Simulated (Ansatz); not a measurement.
# linear Pb chain: period, moment and channels by functional

Aim: how far do the period, the moment and the conductance of the linear Pb chain depend on the functional, the datasets and spin-orbit coupling, and at what cost?

Calculated with Ansatz 0.2.0; DFT PBE, plane waves, PAW; relaxation of a chain's period, in the first sound run; inputs show where later runs differ.

**1. The starting structure**

The cell holds 1 atom: 1 Pb. Cell: a = 7.500 Å, b = 7.500 Å, c = 2.716 Å, α = 90.0°, β = 90.0°, γ = 90.0°. Vacuum lies along a and b. The structure's axis is c.

**2. Relaxation of atoms and period, level PBE, cutoff 420 eV**

Band widths follow the bond lengths, so the chain is relaxed first. The atoms and the third cell vector are free; the box across stays fixed as vacuum. Moments are seeded so that a magnetic state can form if it lies lower. A Fermi-Dirac smearing is set since the result may be a metal. The pressure printed is a third of the stress's trace over the whole box, vacuum included; only the stress along the axis is relaxed.

Contents of input.yaml:

```yaml
crystal:
  lattice:
    - [7.5, 0.0, 0.0]
    - [0.0, 7.5, 0.0]
    - [0.0, 0.0, 2.7156]
  atoms:
    - { symbol: Pb, position: [0.5, 0.5, 0.0], spin: 0.5 }
magnetization:
  spin_polarized: true
kpoints:
  mp_grid: { grid: [1, 1, 30] }
scf:
  occupations: { method: fermi_dirac, width: 0.05 }
hamiltonian:
  xc: pbe
relax:
  cell: { fix: [a, b, alpha, beta, gamma] }
  max_steps: 60
```

Run with:

```console
> ansatz run input.yaml --threads 4 --pin off --max-ram 8192MiB --backend cpu --events-out ev --progress --plain --runs-dir out
```

Numbers of over 12 decimals in the logs are rounded to 6 here.

Output:

```text
Engine: ansatz 0.2.0, x86_64-unknown-linux-gnu
Pseudopotentials: kind: paw
Pseudopotential: Pb, paw, valence charge 14, recommended cutoff 420 eV (normal), Pb.paw.azcp
Functional definition: PBE
  parameter kappa = 0.804
  parameter beta = 0.066725
  exchange = pbe_x(kappa = kappa, mu = beta*pi^2/3)
  correlation = pbe_c(beta = beta)
Crystal: 1 atoms, lattice volume = 152.752 Å³
Basis set: ecut = 420 eV, 3033 PW (Γ), exchange–correlation on 108×108×40 points (8 copies of the dense FFT grid, shifted against one another)
Bands: 12, of which v1, the nominal top of the filled ones, is band 7 counted from 1 (6 counted from 0)
Symmetry: 16 space group operations
Space group: P4/mmm (ITA 123), of the structure as read, at distance tolerance 5.3e-5 Å
Magnetic group: BNS 123.339 (UNI 999), of the structure as read, at distance tolerance 5.3e-5 Å
k-points: 16 of 30
Non-local potential: Pb, projectors of the file, l = 0: 2, l = 1: 2, l = 2: 2, l = 3: 2
PAW form: soft (Blöchl's): semilocal exchange-correlation on the pseudo side does not see the compensation charge
PAW one-centre angular grid: Pb, 590 points (default); XC on 64 Gauss nodes
Initial density: superposition of atomic densities (neutral atoms: chi_scale 0, normalization atom)
Starting moments: Σ|m| = 0.5 μB on 1 of 1 site
Initial wavefunctions: pseudopotential atomic-orbital guess
Functional: x = pbe(κ = 0.804, μ = 0.219515), c = pbe(β = 0.066725)
iter 1 solved again at ethr=9.64e-4 eV; its pass at ethr=3.10e-3 eV (dr2=1.35e-1 eV) is discarded
SCF iter   1: F=—  HF=-11905.022316 eV  |F-HF|=—  |Δ(HF+E_count)|=         —  Δρ=9.67e-3 (↑9.67e-3 ↓8.80e-3)  dr2=1.36e-1  dr2_m=1.03e-1  M=0.059 μB ∫|m|=0.059 μB  β_m=0.30  ethr=9.64e-4  ⟨swp⟩=1.2  Hψ=3400  notcnv=0
preconditioner: auto → none  [insulator: Δε(μ)=0.178 eV  Ē_g=7.135 eV  σ=0.050 eV  W_gap=0.51  n_scr=12 (ndim 8)  ℏωp=5.0 eV  f_vac=0.596  D(μ)=0.93/eV (n_scr^D=4)  ε∞_Penn≈1.5]
SCF iter   2: F=—  HF=-11905.000940 eV  |F-HF|=—  |Δ(HF+E_count)|=   2.14e-2  Δρ=6.67e-3 (↑6.67e-3 ↓6.22e-3)  dr2=4.97e-2  dr2_m=5.17e-2  M=0.048 μB ∫|m|=0.048 μB  β_m=0.30  ethr=9.64e-4  ⟨swp⟩=2.2  Hψ=472  notcnv=0
SCF iter   3: F=—  HF=-11904.990063 eV  |F-HF|=—  |Δ(HF+E_count)|=   1.09e-2  Δρ=4.46e-3 (↑4.20e-3 ↓4.46e-3)  dr2=8.03e-4  dr2_m=2.60e-2  M=0.040 μB ∫|m|=0.040 μB  β_m=0.30  ethr=3.55e-4  ⟨swp⟩=3.2  Hψ=786  notcnv=0
SCF iter   4: F=—  HF=-11904.993684 eV  |F-HF|=—  |Δ(HF+E_count)|=   3.62e-3  Δρ=3.12e-3 (↑3.00e-3 ↓3.12e-3)  dr2=1.67e-4  dr2_m=1.30e-2  M=0.033 μB ∫|m|=0.033 μB  β_m=0.30  ethr=5.73e-6  ⟨swp⟩=1.6  Hψ=449  notcnv=0
SCF iter   5: F=—  HF=-11904.995573 eV  |F-HF|=—  |Δ(HF+E_count)|=   1.89e-3  Δρ=2.18e-3 (↑2.15e-3 ↓2.18e-3)  dr2=1.59e-6  dr2_m=6.56e-3  M=0.027 μB ∫|m|=0.027 μB  β_m=0.30  ethr=1.20e-6  ⟨swp⟩=2.3  Hψ=564  notcnv=0
SCF iter   6: F=—  HF=-11904.996504 eV  |F-HF|=—  |Δ(HF+E_count)|=   9.31e-4  Δρ=1.54e-3 (↑1.54e-3 ↓1.54e-3)  dr2=5.78e-8  dr2_m=3.31e-3  M=0.022 μB ∫|m|=0.023 μB  β_m=0.30  ethr=1.13e-8  ⟨swp⟩=2.6  Hψ=654  notcnv=0
SCF iter   7: F=—  HF=-11904.996996 eV  |F-HF|=—  |Δ(HF+E_count)|=   4.92e-4  Δρ=1.09e-3 (↑1.09e-3 ↓1.09e-3)  dr2=2.23e-8  dr2_m=1.67e-3  M=0.019 μB ∫|m|=0.019 μB  β_m=0.30  ethr=4.13e-10  ⟨swp⟩=3.7  Hψ=826  notcnv=0
Mixer restart at iter 7: flushing history
spin-set hold released at iteration 7 (site moments contracting): the magnetisation degrees of freedom join the quasi-Newton model from the next iteration; the mixer history was flushed
SCF iter   8: F=—  HF=-11904.997259 eV  |F-HF|=—  |Δ(HF+E_count)|=   2.63e-4  Δρ=7.78e-4 (↑7.78e-4 ↓7.78e-4)  dr2=1.18e-8  dr2_m=8.47e-4  M=0.015 μB ∫|m|=0.015 μB  β_m=0.65  ethr=1.59e-10  ⟨swp⟩=3.2  Hψ=728  notcnv=0
SCF iter   9: F=—  HF=-11904.997586 eV  |F-HF|=—  |Δ(HF+E_count)|=   3.27e-4  Δρ=4.04e-5 (↑4.04e-5 ↓4.04e-5)  dr2=2.08e-10  dr2_m=2.28e-6  M=0.005 μB ∫|m|=0.005 μB  β_m=0.82  ethr=8.46e-11  ⟨swp⟩=3.9  Hψ=920  notcnv=0
SCF iter  10: F=—  HF=-11904.997594 eV  |F-HF|=—  |Δ(HF+E_count)|=   7.80e-6  Δρ=2.15e-5 (↑2.15e-5 ↓2.15e-5)  dr2=5.52e-11  dr2_m=6.46e-7  M=0.003 μB ∫|m|=0.003 μB  β_m=0.91  ethr=1.49e-12  ⟨swp⟩=5.3  Hψ=1271  notcnv=0
SCF iter  11: F=—  HF=-11904.997598 eV  |F-HF|=—  |Δ(HF+E_count)|=   4.35e-6  Δρ=7.82e-7 (↑7.82e-7 ↓6.09e-7)  dr2=5.16e-10  dr2_m=5.77e-10  M=0.000 μB ∫|m|=0.000 μB  β_m=0.96  ethr=1.00e-12  ⟨swp⟩=5.3  Hψ=1286  notcnv=0
SCF iter  12: F=-11904.997598 eV  HF=-11904.997598 eV  |F-HF|=5.33e-10  |Δ(HF+E_count)|=   2.54e-9  Δρ=3.36e-7 (↑2.83e-7 ↓3.36e-7)  dr2=6.08e-10  dr2_m=1.10e-11  M=0.000 μB ∫|m|=0.000 μB  ethr=1.00e-12  ⟨swp⟩=3.4  Hψ=980  notcnv=0
WARN: the starting moments were not kept: the SCF closed with an absolute magnetisation of 8.0e-6 μB, where they sum to 0.5 μB in size (1 site). That is at most 0.1 of that sum. Measured as dr2_m measures the in/out step, that magnetisation stands 3.7e-12 eV from none, at or under the dr2_threshold of 1.0e-7 eV: it is no larger than a step whose dr2_m would equal this threshold. The system may hold no moment; this SC [...]
SCF 1 converged in 12 iterations: F = -11904.997598 eV  dr2 = 6.08e-10
  greatest PAW one-centre occupation: 0.979 electrons in one spin orbital (limit 2), on the Pb atom at site 0 (counted from 0), in its partial waves of l = 2
relax step   1: F+E_penalty+E_count = -11904.99759809 eV  Δ(F+E_penalty+E_count) = +0.000e0 eV  max|allowed force component| = 0.000e0 eV/Å  Δτ_max = 0.0000 Å  P = +1.337 GPa  Ω = 152.752 Å³  fix = [a, b, alpha, beta, gamma]  reactions: a +0.290, b +0.290 GPa  (12 SCF iters, dr2 threshold 1.00e-7 eV, accepted)
Crystal: 1 atoms, lattice volume = 160.199 Å³
Basis set: ecut = 420 eV, 3145 PW (Γ), exchange–correlation on 108×108×40 points (8 copies of the dense FFT grid, shifted against one another)
Initial density: handed on by an earlier stage of this run
Starting moments: Σ|m| = 0.5 μB on 1 of 1 site; this step starts from the density that it was given
Initial wavefunctions: those handed on with the density
iter 1 solved again at ethr=1.75e-5 eV; its pass at ethr=3.10e-3 eV (dr2=2.45e-3 eV) is discarded
SCF iter   1: F=—  HF=-11905.079594 eV  |F-HF|=—  |Δ(HF+E_count)|=         —  Δρ=6.10e-4 (↑6.10e-4 ↓5.77e-4)  dr2=2.60e-3  dr2_m=1.39e-4  M=-0.008 μB ∫|m|=0.008 μB  β_m=0.30  ethr=1.75e-5  ⟨swp⟩=1.8  Hψ=3478  notcnv=0
preconditioner: auto → none  [insulator: Δε(μ)=0.215 eV  Ē_g=17.741 eV  σ=0.050 eV  W_gap=0.67  n_scr=12 (ndim 8)  ℏωp=11.0 eV  f_vac=0.623  D(μ)=1.34/eV (n_scr^D=8)  ε∞_Penn≈1.4]
[...]
iter 5 did not close the SCF: its close was put off for a magnetic moment that had not settled (scf_convergence_deferred on its scf_iter line)
SCF iter   5: F=-11905.084600 eV  HF=-11905.084600 eV  |F-HF|=4.89e-8  |Δ(HF+E_count)|=   1.76e-7  Δρ=4.15e-6 (↑3.66e-6 ↓4.15e-6)  dr2=9.47e-8  dr2_m=6.68e-9  M=-0.000 μB ∫|m|=0.000 μB  β_m=0.79  ethr=7.14e-10  ⟨swp⟩=4.3  Hψ=1208  notcnv=0
iter 6 did not close the SCF: its close was put off for a magnetic moment that had not settled (scf_convergence_deferred on its scf_iter line)
SCF iter   6: F=-11905.084600 eV  HF=-11905.084600 eV  |F-HF|=5.00e-9  |Δ(HF+E_count)|=  6.37e-11  Δρ=1.49e-6 (↑1.12e-6 ↓1.49e-6)  dr2=2.93e-9  dr2_m=2.22e-9  M=-0.000 μB ∫|m|=0.000 μB  β_m=0.89  ethr=6.77e-10  ⟨swp⟩=2.0  Hψ=1305  notcnv=0
iter 7 did not close the SCF: its close was put off for a magnetic moment that had not settled (scf_convergence_deferred on its scf_iter line)
SCF iter   7: F=-11905.084600 eV  HF=-11905.084600 eV  |F-HF|=7.53e-10  |Δ(HF+E_count)|=   1.07e-8  Δρ=4.99e-7 (↑4.99e-7 ↓4.66e-7)  dr2=7.36e-11  dr2_m=3.29e-10  M=-0.000 μB ∫|m|=0.000 μB  β_m=0.95  ethr=2.09e-11  ⟨swp⟩=1.4  Hψ=1136  notcnv=0
SCF iter   8: F=-11905.084600 eV  HF=-11905.084600 eV  |F-HF|=1.09e-11  |Δ(HF+E_count)|=   1.71e-9  Δρ=6.55e-8 (↑5.48e-8 ↓6.55e-8)  dr2=3.05e-12  dr2_m=4.70e-12  M=-0.000 μB ∫|m|=0.000 μB  ethr=1.00e-12  ⟨swp⟩=1.0  Hψ=1174  notcnv=0
the starting moments were not kept: the SCF closed with an absolute magnetisation of 8.2e-6 μB, where they sum to 0.5 μB in size (1 site). That is at most 0.1 of that sum. Measured as dr2_m measures the in/out step, that magnetisation stands 6.4e-12 eV from none, at or under the dr2_threshold of 1.0e-7 eV: it is no larger than a step whose dr2_m would equal this threshold.
SCF 3 converged in 8 iterations: F = -11905.084600 eV  dr2 = 3.05e-12
relax step   3: F+E_penalty+E_count = -11905.08460008 eV  Δ(F+E_penalty+E_count) = -5.375e-3 eV  max|allowed force component| = 0.000e0 eV/Å  Δτ_max = 0.0000 Å  P = +0.311 GPa  Ω = 161.922 Å³  energy of the carried Pulay correction = -2.682e-4 eV  fix = [a, b, alpha, beta, gamma]  reactions: a +0.283, b +0.283 GPa  (8 SCF iters, dr2 threshold 1.00e-7 eV, accepted)
[...]
relax step   4: F+E_penalty+E_count = -11905.08720929 eV  Δ(F+E_penalty+E_count) = -2.609e-3 eV  max|allowed force component| = 0.000e0 eV/Å  Δτ_max = 0.0000 Å  P = +0.186 GPa  Ω = 164.197 Å³  energy of the carried Pulay correction = -3.313e-4 eV  fix = [a, b, alpha, beta, gamma]  reactions: a +0.277, b +0.277 GPa  (8 SCF iters, dr2 threshold 1.00e-7 eV, accepted)
Initial wavefunctions: pseudopotential atomic-orbital guess (no wavefunctions were taken with the density)
iter 1 solved again at ethr=4.55e-7 eV; its pass at ethr=3.10e-3 eV (dr2=6.36e-5 eV) is discarded
SCF iter   1: F=—  HF=-11905.087482 eV  |F-HF|=—  |Δ(HF+E_count)|=         —  Δρ=2.06e-5 (↑2.06e-5 ↓2.06e-5)  dr2=5.03e-7  dr2_m=1.84e-12  M=-0.000 μB ∫|m|=0.000 μB  β_m=0.30  ethr=4.55e-7  ⟨swp⟩=3.1  Hψ=3816  notcnv=0
preconditioner: auto → none  [insulator: Δε(μ)=0.245 eV  Ē_g=17.510 eV  σ=0.050 eV  W_gap=0.78  n_scr=12 (ndim 8)  ℏωp=10.8 eV  f_vac=0.620  D(μ)=1.39/eV (n_scr^D=8)  ε∞_Penn≈1.4]
SCF iter   2: F=—  HF=-11905.087483 eV  |F-HF|=—  |Δ(HF+E_count)|=   2.89e-7  Δρ=1.38e-5 (↑1.38e-5 ↓1.38e-5)  dr2=1.95e-7  dr2_m=1.24e-12  M=-0.000 μB ∫|m|=0.000 μB  β_m=0.53  ethr=3.59e-9  ⟨swp⟩=2.6  Hψ=626  notcnv=0
SCF iter   3: F=—  HF=-11905.087487 eV  |F-HF|=—  |Δ(HF+E_count)|=   4.42e-6  Δρ=2.44e-6 (↑2.44e-6 ↓2.44e-6)  dr2=5.75e-9  dr2_m=3.45e-13  M=-0.000 μB ∫|m|=0.000 μB  β_m=0.57  ethr=1.40e-9  ⟨swp⟩=3.0  Hψ=622  notcnv=0
SCF iter   4: F=—  HF=-11905.087488 eV  |F-HF|=—  |Δ(HF+E_count)|=   8.77e-7  Δρ=2.97e-7 (↑2.93e-7 ↓2.97e-7)  dr2=1.69e-10  dr2_m=1.26e-13  M=-0.000 μB ∫|m|=0.000 μB  β_m=0.63  ethr=4.11e-11  ⟨swp⟩=3.0  Hψ=674  notcnv=0
SCF iter   5: F=—  HF=-11905.087495 eV  |F-HF|=—  |Δ(HF+E_count)|=   7.25e-6  Δρ=6.23e-8 (↑6.10e-8 ↓6.23e-8)  dr2=1.75e-11  dr2_m=4.78e-14  M=-0.000 μB ∫|m|=0.000 μB  β_m=0.66  ethr=1.21e-12  ⟨swp⟩=3.8  Hψ=740  notcnv=0
SCF iter   6: F=-11905.087495 eV  HF=-11905.087495 eV  |F-HF|=5.46e-11  |Δ(HF+E_count)|=  5.13e-10  Δρ=1.71e-8 (↑1.66e-8 ↓1.71e-8)  dr2=1.53e-12  dr2_m=1.97e-14  M=-0.000 μB ∫|m|=0.000 μB  ethr=1.00e-12  ⟨swp⟩=5.3  Hψ=1297  notcnv=0
the starting moments were not kept: the SCF closed with an absolute magnetisation of 5.8e-7 μB, where they sum to 0.5 μB in size (1 site). That is at most 0.1 of that sum. Measured as dr2_m measures the in/out step, that magnetisation stands 2.0e-14 eV from none, at or under the dr2_threshold of 1.0e-11 eV: it is no larger than a step whose dr2_m would equal this threshold.
SCF 5 converged in 6 iterations: F = -11905.087495 eV  dr2 = 1.53e-12
relax step   5: F+E_penalty+E_count = -11905.08749513 eV  Δ(F+E_penalty+E_count) = -2.858e-4 eV  max|allowed force component| = 0.000e0 eV/Å  Δτ_max = 0.0000 Å  P = +0.186 GPa  Ω = 164.197 Å³  fix = [a, b, alpha, beta, gamma]  reactions: a +0.277, b +0.277 GPa  stress off target by 2.90e-3 GPa on what of the cell is left free  SCF on the basis re-selected at this cell (its energy is not comparable with the rows above)  (6 SCF iters)
basis re-selected at this cell: Δ(F+E_penalty+E_count) = -2.858e-4 eV, ΔP = +0.000 GPa vs the last step (what re-selecting the basis moved, of the pressure what is left beyond the Pulay correction that the steps carried, after the strain that the cell walked since its last selection, with what the two solves' SCF thresholds leave and, on support functions, any second-order correction that the steps lacked; it is no measure of the basis error at this ecutwfc). This SCF's stress stands 2.90e-3 GPa from its target on what of the cell is left free (relax.cell.stress_tol is 5.00e-2 GPa) and its largest allowed force component is 0.00e0 eV/Å (relax.f_tol is 1.00e-2 eV/Å): [rest of the remark cut]
SCF converged after 6 iterations
Magnetization: -0.0000 μB (7.0000 up, 7.0000 down)
Absolute magnetization: 0.0000 μB (∫|ρ↑−ρ↓|, with the PAW one-centre terms)
Spin contamination: 0.0000 ħ² per cell (⟨S²⟩ above its minimum at these occupations)
Per-site moments (μB) at R_I (Å): [(-1.732525848132462e-7, 1.204115)]
Free energy (F): -11905.087495 eV
Harris-Foulkes:  -11905.087495 eV  (|F-HF|=5.46e-11)
Internal energy: -11905.075672 eV  (E = F + TS)
E sigma→0 (E₀):  -11905.081584 eV
Entropy (-TS):   -0.011823 eV (-11.823 meV/atom)
Fermi energy:    -1.293028 eV
--- Per-component energies (eV) ---
  E_band       = -203.963844
  E_kinetic    = 288.437204
  E_local      = -2525.919875  (includes V_loc(G=0)·N_el)
  E_nonlocal   = 349.482322
  E_hartree    = 1074.962921
  E_xc         = -219.146753
  E_vxc        = -130.238161  (∫ρ·V_xc dr)
  E_paw        = -10406.067035  (= ΣΔE_a)
  E_vpaw       = -335.651218  (= ΣTr[D̂ρ^β])
  E_aug_tail   = 0.000048  (compensation charges beyond the density's cutoff)
  E_ewald      = -466.824504
  E_smearing   = -0.011823  (= −TS)
  E_closure    = -0.000000  (closes the sum)
  Σ components = -11905.087495   (vs F -11905.087495, Δ=0.00e0)
--- Forces (eV/Å), atoms counted from 1 ---
  atom   1  Pb    -0.00000000    -0.00000000     0.00000000
  max |Σ_I F_I| component: 6.31e-30 eV/Å
--- Stress (GPa, compression-positive) ---
        0.277297      -0.000000       0.000000
       -0.000000       0.277297      -0.000000
        0.000000      -0.000000       0.002904
  P = ⅓ Tr σ = 0.1858 GPa (1.858 kbar)
--- Relaxed structure (4 steps of the walk, 4 accepted, 1 SCFs on fresh bases) ---
  F+E_penalty+E_count = -11905.08749513 eV   max|allowed force component| = 0.000e0 eV/Å   (the final SCF, on the basis selected at the relaxed cell)
  cell:  # Å, volume = 164.1975 Å³
    - [7.5, 0, 0]
    - [0, 7.5, 0]
    - [0, 0, 2.919066]
  atoms:
    - { symbol: Pb, position: [0.5, 0.5, 0] }
```

Run time: 5.9 s. Hardware: 4 threads of Intel Xeon 6975P-C (Granite Rapids), shared host; peak memory 0.49 GiB; 17 s of CPU time.

Relaxation path:

```csv
step,energy less that of the first step (eV),largest force component (eV/Å),pressure (GPa),volume (Å³)
1,0.0000,0.0000,1.34,152.75
2,-0.0816,0.0000,0.41,160.20
3,-0.0870,0.0000,0.31,161.92
4,-0.0896,0.0000,0.19,164.20
5*,-0.0899,0.0000,0.19,164.20
```

Relaxation steps marked * repeat the geometry before them on a plane-wave basis chosen anew for their cell, so energy and pressure can jump there.

```csv
cell as run,before,after,change
c (Å),2.716,2.919,+7.5 %
```

The relaxed structure:

```xyz
1
Lattice="7.5000 0.0000 0.0000 0.0000 7.5000 0.0000 0.0000 0.0000 2.9191" Properties=species:S:1:pos:R:3
Pb    3.7500    3.7500    0.0000
```

Numbers from this step:

```
energy at zero smearing    : -11905.0816 eV
cell length along the wire : 2.919 Å
```

The cell's length comes to 2.919 Å with no moment.

(Continued in part 2 of 4.)

[Logs are printed without paths, hosts, clocks, repeated set-up lines and the standing remarks that a program may print on its own settings, such as how far it seeks lower states.]

[Hosts, paths, dates, database ids (printed as entryN), source tags and the programs' standing remarks are cut or masked in the printed files.]
